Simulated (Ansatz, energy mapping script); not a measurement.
# TlNiBr3 in a distorted perovskite structure: J from the energies of magnetic orders (octahedra turned by 21°)

How strongly do the moments of TlNiBr3 in a distorted perovskite structure couple under PBEsol+U (5.7 eV)? The plan is to run several orders and fit a Heisenberg model.

Method: PBEsol with U = 5.7 eV on Ni d, ortho-atomic projectors; plane waves, U on orthogonalised atomic orbitals unless named otherwise, collinear spin, no spin–orbit coupling, in Ansatz 0.2.0.

This is a report of a sequence of runs, with most program output left out.

In doubt: warnings of the run leave room for a lower electronic state (step 2), so energies may not be the lowest and differences between runs may mislead.

## 1. The starting structure

The structure is tetragonal, space group P4/mbm (No. 127). The conventional cell has a = 6.708 Å, b = 6.708 Å, c = 5.081 Å, α = 90.00°, β = 90.00°, γ = 90.00°. Nearest to Tl lie 8 Br at 2.93 to 3.35 Å. Ni has 6 Br at 2.54 Å nearest. Nearest to Br lie 2 Ni at 2.54 Å and 4 Tl at 3.35 Å. Nearest to Br lie 2 Ni at 2.54 Å and 2 Tl at 2.93 Å. perovskite prototype, lattice guessed from radii. Farther neighbours and most contacts between anions are not listed.

This cell was built for the study (perovskite prototype, lattice guessed from radii), not taken from an experiment; the compound need not form in this structure.

The parent cell was relaxed beforehand in Ansatz under PBEsol with U = 5.4 eV on Ni d, ortho-atomic projectors, from parallel moments.

This cell differs from the relaxed one by: octahedra turned by 21°. The bonds from the magnetic cation to the anions keep their length, so the cell shrinks in the plane.

The U corrects the self-interaction that lets semilocal functionals spread d and f electrons too far. Its value here is typed, not computed.

## 2. One set of occupation matrices for all orders

A corrected shell can settle in several orbital fillings. One parallel run, with an occupation width a fifth wider than the orders use, therefore is to supply the occupation matrices. All orders start from them.

Contents of input.yaml:

```yaml
crystal:
  lattice:
    - [4.7431678663, 4.7431678663, 0.0]
    - [-4.7431678663, 4.7431678663, 0.0]
    - [0.0, 0.0, 5.080620514]
  atoms:
    - { symbol: Tl, position: [0.0, 0.5, 0.5] }
    - { symbol: Tl, position: [0.5, 0.0, 0.5] }
    - { symbol: Ni, position: [0.0, 0.0, 0.0], spin: 2.0 }
    - { symbol: Ni, position: [0.5, 0.5, 0.0], spin: 2.0 }
    - { symbol: Br, position: [0.0, 0.0, 0.5] }
    - { symbol: Br, position: [0.5, 0.5, 0.5] }
    - { symbol: Br, position: [0.345966009, 0.154033991, 0.0] }
    - { symbol: Br, position: [0.654033991, 0.845966009, 0.0] }
    - { symbol: Br, position: [0.154033991, 0.654033991, 0.0] }
    - { symbol: Br, position: [0.845966009, 0.345966009, 0.0] }
magnetization:
  spin_polarized: true
kpoints:
  mp_grid: { grid: [4, 4, 5] }
hamiltonian:
  xc: pbesol
  hubbard:
    sites: [{ species: Ni, l: d, u_eff: 5.7 }]
    projectors: ortho-atomic
scf:
  occupations: { method: fermi_dirac, width: 0.06 }
output:
  eigenvalues: true
```

Run with:

```
ansatz run input.yaml --threads 4 --pin off --max-ram 8192MiB --backend cpu --events-out ev --progress --plain --runs-dir out
```

It took 72 s on 4 threads of Arm Neoverse V1, shared host; peak memory 1.7 GiB; 4.7 min of CPU time.

Numbers from this step:

| Item | Value |
| --- | --- |
| final state | ferromagnetic |
| electrons in the corrected shells | 8.489, 8.489 e |
| largest moment | 1.531 μB |

## 3. Run 1 (parallel; cell A, 10 atoms)

The parallel order is the zero of energy for this cell and mesh.

This run holds the same structure in another cell (a 6.708 → 5.081 Å, c 5.081 → 6.708 Å).

Contents of input.yaml:

```yaml
crystal:
  lattice:
    - [0.0, 0.0, 5.080620514]
    - [4.7431678663, 4.7431678663, 0.0]
    - [-4.7431678663, 4.7431678663, 0.0]
  atoms:
    - { symbol: Tl, position: [0.5, 0.0, 0.5] }
    - { symbol: Tl, position: [0.5, 0.5, 0.0] }
    - { symbol: Ni, position: [0.0, 0.0, 0.0], spin: 2.0 }
    - { symbol: Ni, position: [0.0, 0.5, 0.5], spin: 2.0 }
    - { symbol: Br, position: [0.5, 0.0, 0.0] }
    - { symbol: Br, position: [0.5, 0.5, 0.5] }
    - { symbol: Br, position: [0.0, 0.345966009, 0.154033991] }
    - { symbol: Br, position: [0.0, 0.654033991, 0.845966009] }
    - { symbol: Br, position: [0.0, 0.154033991, 0.654033991] }
    - { symbol: Br, position: [0.0, 0.845966009, 0.345966009] }
magnetization:
  spin_polarized: true
kpoints:
  mp_grid: { grid: [5, 4, 4] }
hamiltonian:
  xc: pbesol
  hubbard:
    sites:
      - { species: Ni, l: d, u_eff: 5.7 }
      - { site: 2, l: d, u_eff: 5.7, starting_ns: [{ spin: up, occupation_matrix: ni3_major }, { spin: down, occupation_matrix: ni3_minor }] }
      - { site: 3, l: d, u_eff: 5.7, starting_ns: [{ spin: up, occupation_matrix: ni4_major }, { spin: down, occupation_matrix: ni4_minor }] }
    projectors: ortho-atomic
    occupation_matrices:
      ni3_major:
        matrix:
          - [0.996, 0.0, 0.0, 0.0, 0.0]
          - [0.0, 0.997, 0.0, 0.0, 0.0]
          - [0.0, 0.0, 0.997, 0.0, 0.0]
          - [0.0, 0.0, 0.0, 0.997, 0.0]
          - [0.0, 0.0, 0.0, 0.0, 0.995]
      ni3_minor:
        matrix:
          - [0.161, 0.0, 0.0, 0.0, 0.0]
          - [0.0, 0.994, 0.0, 0.0, 0.0]
          - [0.0, 0.0, 0.994, 0.0, 0.0]
          - [0.0, 0.0, 0.0, 0.551, 0.286]
          - [0.0, 0.0, 0.0, 0.286, 0.806]
      ni4_major:
        matrix:
          - [0.996, 0.0, 0.0, 0.0, 0.0]
          - [0.0, 0.997, 0.0, 0.0, 0.0]
          - [0.0, 0.0, 0.997, 0.0, 0.0]
          - [0.0, 0.0, 0.0, 0.997, 0.0]
          - [0.0, 0.0, 0.0, 0.0, 0.995]
      ni4_minor:
        matrix:
          - [0.161, 0.0, 0.0, 0.0, 0.0]
          - [0.0, 0.994, 0.0, 0.0, 0.0]
          - [0.0, 0.0, 0.994, 0.0, 0.0]
          - [0.0, 0.0, 0.0, 0.551, -0.286]
          - [0.0, 0.0, 0.0, -0.286, 0.806]
scf:
  occupations: { method: fermi_dirac, width: 0.05 }
output:
  eigenvalues: true
```

It took 16 s on 4 threads; peak memory 0.96 GiB.

Spin moment in the sphere by atom:

| atom | spin moment in the sphere (μB) |
| --- | --- |
| Tl1 | 0.01 |
| Tl2 | 0.01 |
| Ni3 | 1.54 |
| Ni4 | 1.54 |
| Br5 | 0.06 |
| Br6 | 0.06 |
| Br7 | 0.12 |
| Br8 | 0.12 |
| Br9 | 0.12 |
| Br10 | 0.12 |

The run ends ferromagnetic.

## 4. Order 2: compensated +−, cell A of 10 atoms

This order reverses 4 of the 4 neighbours at 4.74 Å, counted for an average magnetic atom.

Changes to input.yaml since step 3:

```diff
@@ -9,3 +9,3 @@
     - { symbol: Ni, position: [0.0, 0.0, 0.0], spin: 2.0 }
-    - { symbol: Ni, position: [0.0, 0.5, 0.5], spin: 2.0 }
+    - { symbol: Ni, position: [0.0, 0.5, 0.5], spin: -2.0 }
     - { symbol: Br, position: [0.5, 0.0, 0.0] }
@@ -26,3 +26,3 @@
       - { site: 2, l: d, u_eff: 5.7, starting_ns: [{ spin: up, occupation_matrix: ni3_major }, { spin: down, occupation_matrix: ni3_minor }] }
-      - { site: 3, l: d, u_eff: 5.7, starting_ns: [{ spin: up, occupation_matrix: ni4_major }, { spin: down, occupation_matrix: ni4_minor }] }
+      - { site: 3, l: d, u_eff: 5.7, starting_ns: [{ spin: up, occupation_matrix: ni4_minor }, { spin: down, occupation_matrix: ni4_major }] }
     projectors: ortho-atomic
```

It took 20 s on 4 threads; peak memory 1 GiB; 78 s of CPU time.

Spin moment in the sphere by atom:

| atom | spin moment in the sphere (μB) |
| --- | --- |
| Tl1 | 0.00 |
| Tl2 | 0.00 |
| Ni3 | 1.53 |
| Ni4 | -1.53 |
| Br5 | 0.05 |
| Br6 | -0.05 |
| Br7 | 0.00 |
| Br8 | 0.00 |
| Br9 | 0.00 |
| Br10 | 0.00 |

The run ends antiferromagnetic, 59.31 meV a magnetic atom below the parallel order of its cell (energies taken at zero occupation width, not the printed F).

## 5. Mapping onto a Heisenberg model

Each energy difference is a sum of couplings weighted by the pairs that the order reverses. A few near shells are fitted to the differences by least squares. Energies are those extrapolated to zero occupation width, not the free energies F.

Energies from the parallel order of the same cell:

| order | atoms | energy (meV a magnetic atom) | moments (μB) | moments kept as typed | opposed neighbours at 4.74 Å |
| --- | --- | --- | --- | --- | --- |
| parallel | 10 | 0.00 | 1.54 | yes | 0 |
| compensated +− | 10 | -59.31 | 1.53 | yes | 4 |

The Heisenberg fit (each pair counts twice, positive J is ferromagnetic):

| pair | distance (Å) | neighbours | J (meV) |
| --- | --- | --- | --- |
| Ni–Ni | 4.74 | 4 | -7.41 |

Limits of this fit: the pairs at 5.08 Å are left out of the fit, though near enough to matter; one energy difference fixes this value, which holds the part of every shell that the order reverses; some orders are gapless and others have a gap.

## 6. Beside the first set of runs

The first set of orders, under PBEsol+U (5.7 eV), octahedra turned by 0°, took 2 min of CPU time summed over its finished orders (seed run apart), these 2.3 min.

| quantity | this set | first set |
| --- | --- | --- |
| J at 4.74 Å (5.08 Å in the first set), meV | -7.41 | -18.9 |

The coupling that led in the first set goes from -18.9 to -7.41 meV.

## 7. What came out

| Quantity | Value |
| --- | --- |
| lowest order tried | compensated +− |
| largest fitted value, Ni–Ni at 4.74 Å | -7.41 meV |

In words: Of the orders tried, TlNiBr3 in a distorted perovskite structure (octahedra turned by 21°) prefers the order “compensated +−” under PBEsol+U (5.7 eV), with 4 of 4 neighbours at 4.74 Å opposed. How the layers stack magnetically is not fixed by these couplings. Orders that were not tried, spirals among them, may lie lower. The one fitted coupling is the Ni–Ni pair at 4.74 Å, antiferromagnetic at -7.4 meV, across a ligand at about 138°. It also takes up the part of reversed shells that are not fitted, so neither its size nor its rank as a single path is established. The orders also reverse pairs at 6.95 Å, which are not fitted, so the fitted values hold their part too. No fitted order reverses the pairs at 6.71, 8.41 and 9.49 Å, so their coupling is unknown and is set to zero in the model. 1 energy difference fixes 1 coupling with none to spare, so the fit tests nothing. In the fitted orders moments change by up to 0.49 % against the parallel run of the same cell, so their size stays put. The pairs at 5.08 Å are nearer than the strongest fitted shell or at most 15 % farther, and these orders do not fix their coupling, so no ordering temperature is given. The fit is in doubt: some orders are gapless and others have a gap. The couplings are then rough, the small ones most of all. The cell was built from a prototype and relaxed before the change was imposed without further relaxation; a distortion that needs a larger cell, or another structure that the compound may prefer, is not captured.

[Logs and program files are shortened in this print: banners, set-up blocks, solver, clock and traceback lines can be left out without a mark of their own.]

[Logs are printed without paths, hosts, clocks, repeated set-up lines and the standing remarks that a program may print on its own settings, such as how far it seeks lower states.]

[Hosts, paths, dates, database ids (printed as entryN), source tags and the programs' standing remarks are cut or masked in the printed files.]

[Where a cell is said to come from a database of computed structures, the database is the Materials Project.]
